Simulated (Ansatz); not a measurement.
**Converging the field response of a SiO2 (110) film**

Which settings does the induced dipole of a SiO2 (110) film need, and which can be cut?

Method: plane-wave DFT, PBE, Ansatz PAW, in the first sound run; inputs show where later runs differ, in Ansatz 0.2.0.

This is a report of a sequence of runs, with the program logs left out and the cost of each run kept.

## 1. The starting structure

The cell holds 18 atoms: 12 O and 6 Si. Cell: a = 2.670 Å, b = 5.911 Å, c = 26.205 Å, α = 90.0°, β = 90.0°, γ = 90.0°. It derives from SiO2 (rutile SiO2). Vacuum lies along c.

## 2. Single point, setting first choice

The first choice: the default cutoff of 420 eV, a 10×6×1 mesh, 18 Å of vacuum, 0.1 V/Å and a tight threshold. Each later run changes one input against this one; other functionals and files bring their own cutoffs.

File input.yaml:

```yaml
crystal:
  lattice:
    - [2.67, 0.0, 0.0]
    - [0.0, 5.91141269, 0.0]
    - [0.0, 0.0, 26.2050408147]
  atoms:
    - { symbol: O, position: [0.0, 0.5, 0.3434453723] }
    - { symbol: Si, position: [0.0, 0.0, 0.3872084815] }
    - { symbol: Si, position: [0.5, 0.5, 0.3872084815] }
    - { symbol: O, position: [0.5, 0.806, 0.3872084815] }
    - { symbol: O, position: [0.5, 0.194, 0.3872084815] }
    - { symbol: O, position: [0.0, 0.5, 0.4309715907] }
    - { symbol: O, position: [0.0, 0.0, 0.4562368908] }
    - { symbol: Si, position: [0.0, 0.5, 0.5] }
    - { symbol: Si, position: [0.5, 0.0, 0.5] }
    - { symbol: O, position: [0.5, 0.306, 0.5] }
    - { symbol: O, position: [0.5, 0.694, 0.5] }
    - { symbol: O, position: [0.0, 0.0, 0.5437631092] }
    - { symbol: O, position: [0.0, 0.5, 0.5690284093] }
    - { symbol: Si, position: [0.0, 0.0, 0.6127915185] }
    - { symbol: Si, position: [0.5, 0.5, 0.6127915185] }
    - { symbol: O, position: [0.5, 0.806, 0.6127915185] }
    - { symbol: O, position: [0.5, 0.194, 0.6127915185] }
    - { symbol: O, position: [0.0, 0.5, 0.6565546277] }
kpoints:
  mp_grid: { grid: [10, 6, 1] }
hamiltonian:
  xc: pbe
scf:
  occupations: { method: fixed }
  convergence: { dr2_threshold: 1.0e-10 }
efield:
  axis: 3
  dipole_correction: true
  ramp_position: 0.97
  ramp_width: 0.06
  amplitude: 0.1
output:
  write_potential: true
  write_density: true
  volumetric_format: npy
```

Launch:

```
> ansatz run input.yaml --threads 4 --pin off --max-ram 6144MiB --backend cpu --events-out ev --progress --plain --runs-dir out
```

The job ended after 24 s (4 threads of Arm Neoverse V2, shared host; peak memory 1.2 GiB; 95 s of CPU time).

Read from the output:

```
gap on the k-mesh                       : 1.388 eV
dipole along the normal                 : 0.06076 e·Å
equivalent conductor thickness p/(ε₀AE) : 6.966 Å
```

Running mean over 2.956 Å of the planar mean, with the applied field; the ramp of the sawtooth is left out. Electron's electrostatic potential energy less the highest filled level against z:

| z (Å) | electron's electrostatic potential energy less the highest filled level (eV) |
| --- | --- |
| 3.5 | 6.38 |
| 4.0 | 6.43 |
| 4.5 | 6.48 |
| 5.0 | 6.53 |
| 5.5 | 6.57 |
| 6.0 | 6.62 |
| 6.5 | 6.63 |
| 7.0 | 6.49 |
| 7.5 | 5.64 |
| 8.0 | 4.03 |
| 8.5 | 0.641 |
| 9.0 | -3.92 |
| 9.5 | -6.63 |
| 10.0 | -8.04 |
| 10.5 | -8.67 |
| 11.0 | -8.77 |
| 11.5 | -8.81 |
| 12.0 | -8.80 |
| 12.5 | -8.75 |
| 13.0 | -8.72 |
| 13.5 | -8.71 |
| 14.0 | -8.73 |
| 14.5 | -8.74 |
| 15.0 | -8.69 |
| 15.5 | -8.59 |
| 16.0 | -8.25 |
| 16.5 | -7.10 |
| 17.0 | -5.08 |
| 17.5 | -1.01 |
| 18.0 | 3.27 |
| 18.5 | 5.48 |
| 19.0 | 6.73 |
| 19.5 | 7.20 |
| 20.0 | 7.31 |
| 20.5 | 7.38 |
| 21.0 | 7.43 |
| 21.5 | 7.48 |
| 22.0 | 7.53 |
| 22.5 | 7.58 |
| 23.0 | 7.63 |

The dipole corresponds to a conductor 6.966 Å thick.

## 3. Run, box 26.2 Å

Edit input.yaml of step 2 so:

```diff
@@ -37,2 +37,4 @@
   amplitude: 0.1
+basis:
+  ecutwfc: "250 eV"
 output:
```

Wall time 13 s (4 threads); peak memory 0.7 GiB.

The dipole corresponds to a conductor 6.975 Å thick, +0.13 % from the first choice, at 0.52 times its CPU time.

## 4. Single point, box 26.2 Å

Edit input.yaml of step 3 so:

```diff
@@ -38,3 +38,3 @@
 basis:
-  ecutwfc: "250 eV"
+  ecutwfc: "330 eV"
 output:
```

The job ended after 17 s (4 threads; peak memory 0.93 GiB; 67 s of CPU time).

The dipole corresponds to a conductor 6.965 Å thick, -0.02 % from the first choice, at 0.71 times its CPU time.

## 5. Run, box 26.2 Å (run 2)

Edit input.yaml of step 4 so:

```diff
@@ -38,3 +38,3 @@
 basis:
-  ecutwfc: "330 eV"
+  ecutwfc: "600 eV"
 output:
```

Elapsed: 40 s, on 4 threads; peak memory 1.9 GiB.

The dipole corresponds to a conductor 6.966 Å thick, +0.00 % from the first choice, at 1.7 times its CPU time.

## 6. Single point, box 26.2 Å (run 2)

Edit input.yaml of step 5 so:

```diff
@@ -25,3 +25,3 @@
 kpoints:
-  mp_grid: { grid: [10, 6, 1] }
+  mp_grid: { grid: [1, 1, 1] }
 hamiltonian:
@@ -37,4 +37,2 @@
   amplitude: 0.1
-basis:
-  ecutwfc: "600 eV"
 output:
```

Elapsed: 1.1 s, on 4 threads; peak memory 0.37 GiB.

The dipole corresponds to a conductor 7.547 Å thick, +8.33 % from the first choice, at 0.038 times its CPU time.

## 7. Single point, box 26.2 Å (run 3)

Edit input.yaml of step 6 so:

```diff
@@ -25,3 +25,3 @@
 kpoints:
-  mp_grid: { grid: [1, 1, 1] }
+  mp_grid: { grid: [2, 1, 1] }
 hamiltonian:
```

The job ended after 1.6 s (4 threads; peak memory 0.55 GiB).

The dipole corresponds to a conductor 7.155 Å thick, +2.70 % from the first choice, at 0.058 times its CPU time.

## 8. Single point, box 26.2 Å (run 4)

Edit input.yaml of step 7 so:

```diff
@@ -25,3 +25,3 @@
 kpoints:
-  mp_grid: { grid: [2, 1, 1] }
+  mp_grid: { grid: [5, 3, 1] }
 hamiltonian:
```

It took 6.7 s on 4 threads; peak memory 0.8 GiB.

The dipole corresponds to a conductor 6.969 Å thick, +0.03 % from the first choice, at 0.27 times its CPU time.

## 9. Run, box 26.2 Å (run 3)

Edit input.yaml of step 8 so:

```diff
@@ -25,3 +25,3 @@
 kpoints:
-  mp_grid: { grid: [5, 3, 1] }
+  mp_grid: { grid: [20, 12, 1] }
 hamiltonian:
```

Elapsed: 81 s, on 4 threads; peak memory 2.3 GiB; 5.3 min of CPU time.

The dipole corresponds to a conductor 6.966 Å thick, +0.00 % from the first choice, at 3.4 times its CPU time.

## 10. Run, box 18.2 Å

The cell differs from the one that the last finished run ended in (c 26.205 → 18.205 Å).

File input.yaml:

```yaml
crystal:
  lattice:
    - [2.67, 0.0, 0.0]
    - [0.0, 5.91141269, 0.0]
    - [0.0, 0.0, 18.2050408147]
  atoms:
    - { symbol: O, position: [0.0, 0.5, 0.2746492057] }
    - { symbol: Si, position: [0.0, 0.0, 0.33764352] }
    - { symbol: Si, position: [0.5, 0.5, 0.33764352] }
    - { symbol: O, position: [0.5, 0.806, 0.33764352] }
    - { symbol: O, position: [0.5, 0.194, 0.33764352] }
    - { symbol: O, position: [0.0, 0.5, 0.4006378342] }
    - { symbol: O, position: [0.0, 0.0, 0.4370056858] }
    - { symbol: Si, position: [0.0, 0.5, 0.5] }
    - { symbol: Si, position: [0.5, 0.0, 0.5] }
    - { symbol: O, position: [0.5, 0.306, 0.5] }
    - { symbol: O, position: [0.5, 0.694, 0.5] }
    - { symbol: O, position: [0.0, 0.0, 0.5629943142] }
    - { symbol: O, position: [0.0, 0.5, 0.5993621658] }
    - { symbol: Si, position: [0.0, 0.0, 0.66235648] }
    - { symbol: Si, position: [0.5, 0.5, 0.66235648] }
    - { symbol: O, position: [0.5, 0.806, 0.66235648] }
    - { symbol: O, position: [0.5, 0.194, 0.66235648] }
    - { symbol: O, position: [0.0, 0.5, 0.7253507943] }
kpoints:
  mp_grid: { grid: [10, 6, 1] }
hamiltonian:
  xc: pbe
scf:
  occupations: { method: fixed }
  convergence: { dr2_threshold: 1.0e-10 }
efield:
  axis: 3
  dipole_correction: true
  ramp_position: 0.97
  ramp_width: 0.06
  amplitude: 0.1
output:
  write_potential: true
  write_density: true
  volumetric_format: npy
```

Run time: 17 s. Hardware: 4 threads; peak memory 0.93 GiB.

The dipole corresponds to a conductor 6.966 Å thick, -0.01 % from the first choice, at 0.70 times its CPU time.

## 11. Single point, box 22.2 Å

The cell differs from the one that the last finished run ended in (c 18.205 → 22.205 Å).

input.yaml, the sections that differ from step 10:

```yaml
crystal:
  lattice:
    - [2.67, 0.0, 0.0]
    - [0.0, 5.91141269, 0.0]
    - [0.0, 0.0, 22.2050408147]
  atoms:
    - { symbol: O, position: [0.0, 0.5, 0.3152437349] }
    - { symbol: Si, position: [0.0, 0.0, 0.3668902989] }
    - { symbol: Si, position: [0.5, 0.5, 0.3668902989] }
    - { symbol: O, position: [0.5, 0.806, 0.3668902989] }
    - { symbol: O, position: [0.5, 0.194, 0.3668902989] }
    - { symbol: O, position: [0.0, 0.5, 0.4185368629] }
    - { symbol: O, position: [0.0, 0.0, 0.448353436] }
    - { symbol: Si, position: [0.0, 0.5, 0.5] }
    - { symbol: Si, position: [0.5, 0.0, 0.5] }
    - { symbol: O, position: [0.5, 0.306, 0.5] }
    - { symbol: O, position: [0.5, 0.694, 0.5] }
    - { symbol: O, position: [0.0, 0.0, 0.551646564] }
    - { symbol: O, position: [0.0, 0.5, 0.5814631371] }
    - { symbol: Si, position: [0.0, 0.0, 0.6331097011] }
    - { symbol: Si, position: [0.5, 0.5, 0.6331097011] }
    - { symbol: O, position: [0.5, 0.806, 0.6331097011] }
    - { symbol: O, position: [0.5, 0.194, 0.6331097011] }
    - { symbol: O, position: [0.0, 0.5, 0.6847562651] }
# kpoints, hamiltonian, scf, efield, output: as in step 10
```

Wall time 21 s (4 threads); peak memory 1.1 GiB.

The dipole corresponds to a conductor 6.967 Å thick, +0.00 % from the first choice, at 0.87 times its CPU time.

## 12. Single point, box 34.2 Å

The cell differs from the one that the last finished run ended in (c 22.205 → 34.205 Å).

input.yaml, the sections that differ from step 11:

```yaml
crystal:
  lattice:
    - [2.67, 0.0, 0.0]
    - [0.0, 5.91141269, 0.0]
    - [0.0, 0.0, 34.2050408147]
  atoms:
    - { symbol: O, position: [0.0, 0.5, 0.380060941] }
    - { symbol: Si, position: [0.0, 0.0, 0.4135885742] }
    - { symbol: Si, position: [0.5, 0.5, 0.4135885742] }
    - { symbol: O, position: [0.5, 0.806, 0.4135885742] }
    - { symbol: O, position: [0.5, 0.194, 0.4135885742] }
    - { symbol: O, position: [0.0, 0.5, 0.4471162074] }
    - { symbol: O, position: [0.0, 0.0, 0.4664723668] }
    - { symbol: Si, position: [0.0, 0.5, 0.5] }
    - { symbol: Si, position: [0.5, 0.0, 0.5] }
    - { symbol: O, position: [0.5, 0.306, 0.5] }
    - { symbol: O, position: [0.5, 0.694, 0.5] }
    - { symbol: O, position: [0.0, 0.0, 0.5335276332] }
    - { symbol: O, position: [0.0, 0.5, 0.5528837926] }
    - { symbol: Si, position: [0.0, 0.0, 0.5864114258] }
    - { symbol: Si, position: [0.5, 0.5, 0.5864114258] }
    - { symbol: O, position: [0.5, 0.806, 0.5864114258] }
    - { symbol: O, position: [0.5, 0.194, 0.5864114258] }
    - { symbol: O, position: [0.0, 0.5, 0.619939059] }
# kpoints, hamiltonian, scf, efield, output: as in step 11
```

Elapsed: 32 s, on 4 threads; peak memory 1.5 GiB.

The dipole corresponds to a conductor 6.965 Å thick, -0.02 % from the first choice, at 1.3 times its CPU time.

## 13. Run, box 26.2 Å (run 4)

File input.yaml:

```yaml
crystal:
  lattice:
    - [2.67, 0.0, 0.0]
    - [0.0, 5.91141269, 0.0]
    - [0.0, 0.0, 26.2050408147]
  atoms:
    - { symbol: O, position: [0.0, 0.5, 0.3434453723] }
    - { symbol: Si, position: [0.0, 0.0, 0.3872084815] }
    - { symbol: Si, position: [0.5, 0.5, 0.3872084815] }
    - { symbol: O, position: [0.5, 0.806, 0.3872084815] }
    - { symbol: O, position: [0.5, 0.194, 0.3872084815] }
    - { symbol: O, position: [0.0, 0.5, 0.4309715907] }
    - { symbol: O, position: [0.0, 0.0, 0.4562368908] }
    - { symbol: Si, position: [0.0, 0.5, 0.5] }
    - { symbol: Si, position: [0.5, 0.0, 0.5] }
    - { symbol: O, position: [0.5, 0.306, 0.5] }
    - { symbol: O, position: [0.5, 0.694, 0.5] }
    - { symbol: O, position: [0.0, 0.0, 0.5437631092] }
    - { symbol: O, position: [0.0, 0.5, 0.5690284093] }
    - { symbol: Si, position: [0.0, 0.0, 0.6127915185] }
    - { symbol: Si, position: [0.5, 0.5, 0.6127915185] }
    - { symbol: O, position: [0.5, 0.806, 0.6127915185] }
    - { symbol: O, position: [0.5, 0.194, 0.6127915185] }
    - { symbol: O, position: [0.0, 0.5, 0.6565546277] }
kpoints:
  mp_grid: { grid: [10, 6, 1] }
hamiltonian:
  xc: pbe
scf:
  occupations: { method: fixed }
  convergence: { dr2_threshold: 1.0e-10 }
efield:
  axis: 3
  dipole_correction: true
  ramp_position: 0.97
  ramp_width: 0.06
  amplitude: 0.005
output:
  write_potential: true
  write_density: true
  volumetric_format: npy
```

The job ended after 24 s (4 threads; peak memory 1.2 GiB).

The dipole corresponds to a conductor 6.965 Å thick, -0.02 % from the first choice, at 1.00 times its CPU time.

## 14. Single point, box 26.2 Å (run 5)

Edit input.yaml of step 13 so:

```diff
@@ -36,3 +36,3 @@
   ramp_width: 0.06
-  amplitude: 0.005
+  amplitude: 0.03
 output:
```

The job ended after 24 s (4 threads; peak memory 1.2 GiB; 94 s of CPU time).

The dipole corresponds to a conductor 6.966 Å thick, -0.01 % from the first choice, at 1.00 times its CPU time.

## 15. Single point, box 26.2 Å (run 6)

Edit input.yaml of step 14 so:

```diff
@@ -36,3 +36,3 @@
   ramp_width: 0.06
-  amplitude: 0.03
+  amplitude: 0.3
 output:
```

Run time: 24 s. Hardware: 4 threads; peak memory 1.2 GiB; 96 s of CPU time.

The dipole corresponds to a conductor 6.969 Å thick, +0.05 % from the first choice, at 1.0 times its CPU time.

## 16. Single point, box 26.2 Å (run 7)

Edit input.yaml of step 15 so:

```diff
@@ -30,3 +30,3 @@
   occupations: { method: fixed }
-  convergence: { dr2_threshold: 1.0e-10 }
+  convergence: { dr2_threshold: 0.0001 }
 efield:
@@ -36,3 +36,3 @@
   ramp_width: 0.06
-  amplitude: 0.3
+  amplitude: 0.1
 output:
```

Run time: 23 s. Hardware: 4 threads; peak memory 1.2 GiB; 88 s of CPU time.

The dipole corresponds to a conductor 6.983 Å thick, +0.24 % from the first choice, at 0.93 times its CPU time.

## 17. Single point, box 26.2 Å (run 8)

Edit input.yaml of step 16 so:

```diff
@@ -30,3 +30,3 @@
   occupations: { method: fixed }
-  convergence: { dr2_threshold: 0.0001 }
+  convergence: { dr2_threshold: 1.0e-06 }
 efield:
```

It took 23 s on 4 threads; peak memory 1.2 GiB; 89 s of CPU time.

The dipole corresponds to a conductor 6.956 Å thick, -0.15 % from the first choice, at 0.94 times its CPU time.

## 18. Single point, box 26.2 Å (run 9)

Edit input.yaml of step 17 so:

```diff
@@ -30,3 +30,3 @@
   occupations: { method: fixed }
-  convergence: { dr2_threshold: 1.0e-06 }
+  convergence: { dr2_threshold: 1.0e-08 }
 efield:
```

Elapsed: 23 s, on 4 threads; peak memory 1.2 GiB.

The dipole corresponds to a conductor 6.965 Å thick, -0.01 % from the first choice, at 0.94 times its CPU time.

## 19. Run, box 26.2 Å (run 5)

This step: plane-wave DFT, LDA, Ansatz PAW (Ansatz 0.2.0).

Edit input.yaml of step 18 so:

```diff
@@ -27,6 +27,6 @@
 hamiltonian:
-  xc: pbe
+  xc: lda
 scf:
   occupations: { method: fixed }
-  convergence: { dr2_threshold: 1.0e-08 }
+  convergence: { dr2_threshold: 1.0e-10 }
 efield:
```

It took 24 s on 4 threads; peak memory 1.2 GiB.

The dipole corresponds to a conductor 6.974 Å thick, +0.11 % from the first choice, at 1.00 times its CPU time.

## 20. Single point, box 26.2 Å (run 10)

This step: plane-wave DFT, r2SCAN, Ansatz PAW (Ansatz 0.2.0).

Edit input.yaml of step 19 so:

```diff
@@ -27,3 +27,3 @@
 hamiltonian:
-  xc: lda
+  xc: r2scan
 scf:
```

The job ended after 49 s (4 threads; peak memory 2 GiB).

The dipole corresponds to a conductor 6.780 Å thick, -2.68 % from the first choice, at 2.0 times its CPU time.

## 21. Single point, box 26.2 Å (run 11)

This step: plane-wave DFT, PBE, norm-conserving (Ansatz 0.2.0).

Edit input.yaml of step 20 so:

```diff
@@ -27,3 +27,4 @@
 hamiltonian:
-  xc: r2scan
+  xc: pbe
+  pseudopotentials: { kind: nc }
 scf:
```

It took 2.1 min on 4 threads; peak memory 4.7 GiB; 8.1 min of CPU time.

The dipole corresponds to a conductor 6.951 Å thick, -0.22 % from the first choice, at 5.1 times its CPU time.

## 22. Run, box 26.2 Å (run 6)

This step: plane-wave DFT, PBE, JTH PAW (Ansatz 0.2.0).

Edit input.yaml of step 21 so:

```diff
@@ -28,3 +28,3 @@
   xc: pbe
-  pseudopotentials: { kind: nc }
+  pseudopotentials: { kind: paw, source: jth }
 scf:
```

The job ended after 2.9 min (4 threads; peak memory 5 GiB).

The dipole corresponds to a conductor 6.964 Å thick, -0.03 % from the first choice, at 7.1 times its CPU time.

## 23. Comparing the runs

Times are for 4 threads of Arm Neoverse V2, shared host. The series side by side:

| no. | setting | equivalent conductor thickness p/(ε₀AE) (Å) | time | memory (GiB) |
| --- | --- | --- | --- | --- |
| 1 | first choice | 6.966 | 24 s | 1.2 |
| 2 | cutoff 250 eV | 6.975 | 13 s | 0.7 |
| 3 | cutoff 330 eV | 6.965 | 17 s | 0.93 |
| 4 | cutoff 600 eV | 6.966 | 40 s | 1.9 |
| 5 | mesh 1x1 | 7.547 | 1.1 s | 0.37 |
| 6 | mesh 2x1 | 7.155 | 1.6 s | 0.55 |
| 7 | mesh 5x3 | 6.969 | 6.7 s | 0.80 |
| 8 | mesh 20x12 | 6.966 | 81 s | 2.3 |
| 9 | vacuum 10 Å | 6.966 | 17 s | 0.93 |
| 10 | vacuum 14 Å | 6.967 | 21 s | 1.1 |
| 11 | vacuum 26 Å | 6.965 | 32 s | 1.5 |
| 12 | field 0.005 V/Å | 6.965 | 24 s | 1.2 |
| 13 | field 0.03 V/Å | 6.966 | 24 s | 1.2 |
| 14 | field 0.3 V/Å | 6.969 | 24 s | 1.2 |
| 15 | SCF threshold 1e-04 eV | 6.983 | 23 s | 1.2 |
| 16 | SCF threshold 1e-06 eV | 6.956 | 23 s | 1.2 |
| 17 | SCF threshold 1e-08 eV | 6.965 | 23 s | 1.2 |
| 18 | LDA, Ansatz PAW (420 eV) | 6.974 | 24 s | 1.2 |
| 19 | r2SCAN, Ansatz PAW (500 eV) | 6.780 | 49 s | 2.0 |
| 20 | PBE, norm-conserving (1240 eV) | 6.951 | 2.1 min | 4.7 |
| 21 | PBE, JTH PAW (1380 eV) | 6.964 | 2.9 min | 5.0 |

## 24. Results

| Quantity | Value |
| --- | --- |
| equivalent conductor thickness, first choice | 6.966 Å |
| equivalent conductor thickness, cutoff 600 eV | 6.966 Å |
| equivalent conductor thickness, mesh 1x1 | 7.547 Å |
| equivalent conductor thickness, mesh 2x1 | 7.155 Å |
| equivalent conductor thickness, vacuum 26 Å | 6.965 Å |
| equivalent conductor thickness, LDA, Ansatz PAW (420 eV) | 6.974 Å |
| equivalent conductor thickness, r2SCAN, Ansatz PAW (500 eV) | 6.780 Å |

What this shows: The first choice gives 6.97 Å. Numerical settings off by more than 1 % against it: mesh 1x1 (+8.3 %) and mesh 2x1 (+2.7 %). The cheapest single change that stays within 0.5 % is mesh 5x3, at 27 % of the CPU time. Functionals and files move it by +0.1 % (LDA, Ansatz PAW (420 eV)), -2.7 % (r2SCAN, Ansatz PAW (500 eV)), -0.2 % (PBE, norm-conserving (1240 eV)) and under 0.1 % (PBE, JTH PAW (1380 eV)). The film is symmetric and its atoms are held, so the dipole is the electronic response to the field alone. Times of a few seconds on a shared host rank the settings only roughly. In 1 run of the series (cutoff 250 eV) the program warns that electrons reach the sawtooth's ramp, which makes dipole and work function less sure.

[Long decimals in the printed logs are rounded to 6 places.]

[Logs are printed without paths, hosts, clocks, repeated set-up lines and the standing remarks that a program may print on its own settings, such as how far it seeks lower states.]

[Hosts, paths, dates, database ids (printed as entryN), source tags and the programs' standing remarks are cut or masked in the printed files.]

[Maps of the electrostatic potential energy from Ansatz leave out the sawtooth potential of an applied field or a dipole correction, so their vacuum need not be flat; planar profiles and work functions include it.]
